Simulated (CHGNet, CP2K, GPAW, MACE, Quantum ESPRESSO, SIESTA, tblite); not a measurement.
# A vacancy of Si in amorphous Si0.7Ge0.3 (77 atoms): do the methods agree on the site?

Aim: compare the energies of a vacancy of Si at unlike sites of amorphous Si0.7Ge0.3 (77 atoms), with plane waves as the reference.

Results are calculated, not measured.

## Step 1: Set-up

The cell holds 77 atoms (54 Si and 23 Ge), with edges of 11.83, 11.83 and 11.83 Å. Recipe: 77 atoms (54 Si, 23 Ge) placed at random at 3.2 g/cm³, melted at 3500 K for 10 ps at fixed volume with the Tersoff potential (Tersoff, Phys. Rev. B 39, 5566 (1989)). Quenched from 3500 K to 500 K at 20 K/ps and fixed volume, annealed at 1200 K for 50 ps, held 5 ps, then minimised at fixed cell. Then the atoms were relaxed with MACE MPA-0 medium in the fixed cell.

## Step 2: The reference input

Quantum ESPRESSO 7.5: Kohn-Sham DFT, PBE, SSSP efficiency 1.3.0 pseudopotentials, plane waves. Its input, pw.in, for the unchanged cell:

```
&control
  calculation = 'scf'
  pseudo_dir = './pseudo'
  outdir = './tmp'
  disk_io = 'none'
  tprnfor = .true.
  tstress = .true.
/
&system
  ibrav = 0
  nat = 77
  ntyp = 2
  ecutwfc = 45
  ecutrho = 360
  nosym = .true.
  occupations = 'smearing'
  smearing = 'fd'
  degauss = 0.003675
/
&electrons
  conv_thr = 3.9e-07
  electron_maxstep = 100
  mixing_beta = 0.2
  mixing_mode = 'local-TF'
  diagonalization = 'david'
/
ATOMIC_SPECIES
Si 28.085 Si.upf
Ge 72.630 Ge.upf
CELL_PARAMETERS angstrom
11.82580 0.00000 0.00000
0.00000 11.82580 0.00000
0.00000 0.00000 11.82580
ATOMIC_POSITIONS crystal
Si 0.07923 0.43974 0.68128
Si 0.84489 0.85695 0.91400
Si 0.65629 0.35254 0.07724
Si 0.54983 0.19451 0.63763
[... 71 atom lines left out ...]
Ge 0.41442 0.46588 0.32233
Ge 0.83162 0.76937 0.31010
K_POINTS gamma
```

```console
$ OMP_NUM_THREADS=1 mpirun -np 4 pw.x -in pw.in > output.txt
```

Elapsed: 2.3 min, on 4 MPI ranks of Intel Xeon Gold 6455B (Sapphire Rapids), shared host; peak memory 4.5 GiB; 9.2 min of CPU time.

It converged with an r.m.s. force component of 0.17 eV/Å and a pressure of -0.32 GPa.

## Step 3: Programs and settings

The levels share the cells and solve them as single points, though not every level runs every cell. CPU time is summed over a level's finished runs, on a host shared with the other runs, so it is rough; the force column is the median over cells of the r.m.s. difference of force components from the reference.

| level | basis or training data | k-points | runs finished | CPU time | peak memory (GiB) | force difference (meV/Å) |
| --- | --- | --- | --- | --- | --- | --- |
| QE, PBE | plane waves, SSSP efficiency, 45/360 Ry | Γ | 4 of 4 | 36 min | 4.6 | reference |
| CP2K double zeta, PBE | DZVP-MOLOPT-SR, GTH-PBE potentials, 350 Ry | Γ | 3 of 3 | 6.7 min | 2.2 | 34 |
| GPAW dzp, PBE | dzp orbitals, PAW, h 0.18 Å | Γ | 3 of 3 | 14 min | 2.3 | 41 |
| SIESTA DZP, PBE | DZP orbitals, shift 0.01 Ry, mesh 300 Ry | Γ | 3 of 3 | 17 min | 1.8 | 86 |
| CP2K double zeta, PBEsol | DZVP-MOLOPT-SR, GTH-PBE potentials, 350 Ry | Γ | 3 of 3 | 6.9 min | 2.2 | 43 |
| CP2K double zeta, RPBE | DZVP-MOLOPT-SR, GTH-PBE potentials, 350 Ry | Γ | 3 of 3 | 6.8 min | 2.2 | 38 |
| CHGNet 0.3.0 | trained on PBE(+U) plane-wave data | - | 4 of 4 | 10 s | 0.68 | 183 |
| MACE MPA-0 medium | trained on PBE(+U) plane-wave data | - | 4 of 4 | 22 s | 0.88 | 162 |

Runs without a converged result: tblite GFN1-xTB, 3 single points (not converged). A level enters a table below only where it finished every cell that the table needs.

The reference's own r.m.s. force component runs from 135 to 177 meV/Å over these cells. MACE MPA-0 medium relaxed the atoms, so in the cells that it relaxed its own forces are small, and its entry isn't an independent test there.

## Step 4: The sites

Each changed cell was relaxed with MACE MPA-0 medium before the single points. Neighbours are the site's nearest atoms before the change.

```csv
site,nearest atoms,their mean distance (Å),atoms within 6 Å,largest move on relaxing (Å),longest force left in the reference (eV/Å)
Si37,Si3Ge,2.41,39,1.42,0.80
Si21,SiGe4,2.63,42,1.08,0.45
Si14,SiGe3,2.48,40,1.02,0.55
```

## Step 5: Site energies

All changed cells hold the same atoms, so within one level their energies compare with no chemical potential. Energies in eV, less that of Si37, the reference's cheapest site; the last column is the largest deviation from the reference once each row's mean is taken off.

```csv
level,Si37,Si21,Si14,cheapest,largest deviation
"QE, PBE",0.00,0.01,0.67,Si37,-
"CP2K double zeta, PBE",0.00,0.00,0.65,Si37,0.01
"GPAW dzp, PBE",0.00,0.17,0.87,Si37,0.12
"SIESTA DZP, PBE",0.00,0.14,0.83,Si37,0.10
"CP2K double zeta, PBEsol",0.00,0.12,0.80,Si37,0.08
"CP2K double zeta, RPBE",0.00,-0.07,0.56,Si21,0.06
CHGNet 0.3.0,0.00,-0.46,-0.28,Si21,0.47
MACE MPA-0 medium,0.00,-0.28,0.22,Si21,0.25
```

## Step 6: Findings

In the reference the cheapest site is Si37 (Si3Ge) and the dearest Si14 (SiGe3), 0.67 eV higher. 4 of the 7 other levels pick the same cheapest site; CP2K double zeta, RPBE picks Si21, CHGNet 0.3.0 picks Si21 and MACE MPA-0 medium picks Si21. The two cheapest sites lie only 0.014 eV apart in the reference, so their order is fragile.

CP2K double zeta, PBE follows the reference most closely (0.01 eV at worst) and CHGNet 0.3.0 least (0.47 eV). The other programs at PBE deviate by 0.12 eV at most, the learned potentials by 0.25 to 0.47 eV.

Caveats: The geometries are those of MACE MPA-0 medium; forces of up to 0.80 eV/Å remain in the reference, so relaxing in DFT would lower the energies, by amounts that can differ from site to site and can change the order. For MACE MPA-0 medium alone these are relaxed energies. Defects interact with their periodic images. Neighbours of a vacancy can rebond in unlike ways from site to site, which enters the differences. Atoms moved by over 1 Å in some relaxations, so part of the differences can come from the host's rearranging. The reference has no spin polarisation, so cut bonds at a vacancy can't carry moments. Only 3 of the 54 Si sites are compared. Learned potentials don't solve for electrons, so the charge or spin state of a defect can't be set in them. The quench rate of 20 K/ps is many orders above laboratory rates, so the cell is likely richer in defects and strain than a real sample. The reference samples only Γ, in a cell whose shortest periodic width is 12 Å. The reference isn't exact: its cutoffs and mesh weren't converged further here. SIESTA's automatically made basis is far from complete, and its potentials were converted by us (checked for H, C, O, Si, Ge and Ca alone). Spin–orbit coupling is left out. Where levels are smeared, the DFT runs use Fermi–Dirac occupations at 580 K (0.05 eV), and energies are free energies.

[Logs are printed without paths, hosts, clocks, repeated set-up lines and the standing remarks that a program may print on its own settings, such as how far it seeks lower states.]

[Hosts, paths, dates, database ids (printed as entryN), source tags and the programs' standing remarks are cut or masked in the printed files.]
